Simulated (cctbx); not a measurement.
# Accept or mend?

Cell a = 12.7510 Å, b = 13.7570 Å, c = 6.5580 Å, α = 90.00°, β = 118.46°, γ = 90.00°; space group C2/c (no. 15). The compound is Ho2Rh3Pb5.

Simulated single-crystal data (cctbx): Ga Kα, λ = 1.3414 Å, to d = 0.83 Å, 50 % of the full sphere, strongest reflection 70000 counts, noise from counting, a 2 % proportional error and a noise floor of 2 counts (s.d.); no absorption.

An anisotropic refinement with weights 1/σ² prints:

```text
Rint 0.017, 882 unique reflections to 0.83 A
cycle     R1     wR2    GooF  max shift (A)
   1  0.2202  0.4987  19.308   0.01712
   3  0.0769  0.2122   8.216   0.00030
final R1 0.0769 wR2 0.2122 GooF 8.215  parameters 47  data/parameter 18.8
atom        x        y        z      Ueq    occ   su(xyz)  su(Uiso or U11)
Ho1    0.32658  0.08722  0.82330  -0.0004  1.000  0.00031  0.0009  NPD
Pb1    0.50000  0.77889  0.25000   0.0174  1.000  0.00018  0.0014
Pb2    0.50000  0.21176  0.25000   0.0176  1.000  0.00019  0.0013
Pb3    0.50000  0.51237  0.25000   0.0203  1.000  0.00019  0.0014
Pb4    0.23436  0.13451  0.23711   0.0379  1.000  0.00047  0.0015
Rh1    0.50000  0.99796  0.75000   0.0257  1.000  0.00039  0.0029
Rh2    0.60037  0.35601  0.12614   0.0265  1.000  0.00071  0.0022
difference map: max 15.58 min -9.83 rms 1.52
Q1    0.1681  0.4121  0.1629    8   15.81  0.08 A from Ho1
Q2    0.0000  0.2994  0.7500    4    5.73  0.15 A from Pb2
Q3    0.0000  0.2877  0.2500    4    4.03  0.12 A from Pb1
Q4    0.0171  0.1509  0.1961    8    3.45  1.83 A from Pb1
Q5    0.1685  0.3964  0.9358    8    2.84  1.57 A from Ho1
Q6    0.1617  0.3549  0.6389    8    2.84  1.19 A from Pb4
```

**Question.** Can this result stand? If not, what is the likely fault?

Mend it. The fault: elements exchanged: Pb4 is Ho and Ho1 is Pb. Against the right model at the same level, R1 goes from 0.0097 to 0.0769 and GooF from 0.90 to 8.21, U of Ho1 shrinks from 0.0156 to -0.0004 Å², U of Pb4 swells from 0.0180 to 0.0379 Å², the top difference peak, 15.8 e/Å³, lies on Ho1, a hole of -9.8 e/Å³ opens and Ho1 goes non-positive-definite. Pb4 has 15 electrons too many and its U swells to shed them, as expected; Ho1 has 15 electrons too few and its U shrinks to make up, as expected.

The compound is Ho2Rh3Pb5. The right model at the same level gives:

```text
Rint 0.017, 882 unique reflections to 0.83 A
cycle     R1     wR2    GooF  max shift (A)
   1  0.0098  0.0235   0.908   0.00017
   2  0.0097  0.0232   0.899   0.00000
final R1 0.0097 wR2 0.0232 GooF 0.899  parameters 47  data/parameter 18.8
atom        x        y        z      Ueq    occ   su(xyz)  su(Uiso or U11)
Pb1    0.32681  0.08721  0.82364   0.0156  1.000  0.00003  0.0001
Pb2    0.50000  0.77909  0.25000   0.0170  1.000  0.00002  0.0001
Pb3    0.50000  0.21141  0.25000   0.0169  1.000  0.00002  0.0001
Pb4    0.50000  0.51220  0.25000   0.0199  1.000  0.00002  0.0002
Ho1    0.23421  0.13489  0.23683   0.0180  1.000  0.00005  0.0001
Rh1    0.50000  0.99777  0.75000   0.0246  1.000  0.00004  0.0003
Rh2    0.60076  0.35593  0.12904   0.0267  1.000  0.00008  0.0002
difference map: max 0.61 min -0.64 rms 0.17
Q1    0.1891  0.3882  0.4408    8    0.61  1.68 A from Pb1
Q2    0.1551  0.4655  0.9868    8    0.59  1.36 A from Pb1
Q3    0.1778  0.5030  0.0612    8    0.55  1.47 A from Pb1
Q4    0.2248  0.1162  0.7267    8    0.55  1.21 A from Pb1
Q5    0.1508  0.3596  0.9719    8    0.54  1.43 A from Pb1
Q6    0.0536  0.0447  0.5736    8    0.53  1.47 A from Rh2
```

This is a model crystal, built by substitution and not relaxed, with assumed displacement parameters.

[Middle refinement cycles are left out of these outputs.]

[Logs are printed without paths, hosts, clocks, repeated set-up lines and the standing remarks that a program may print on its own settings, such as how far it seeks lower states.]
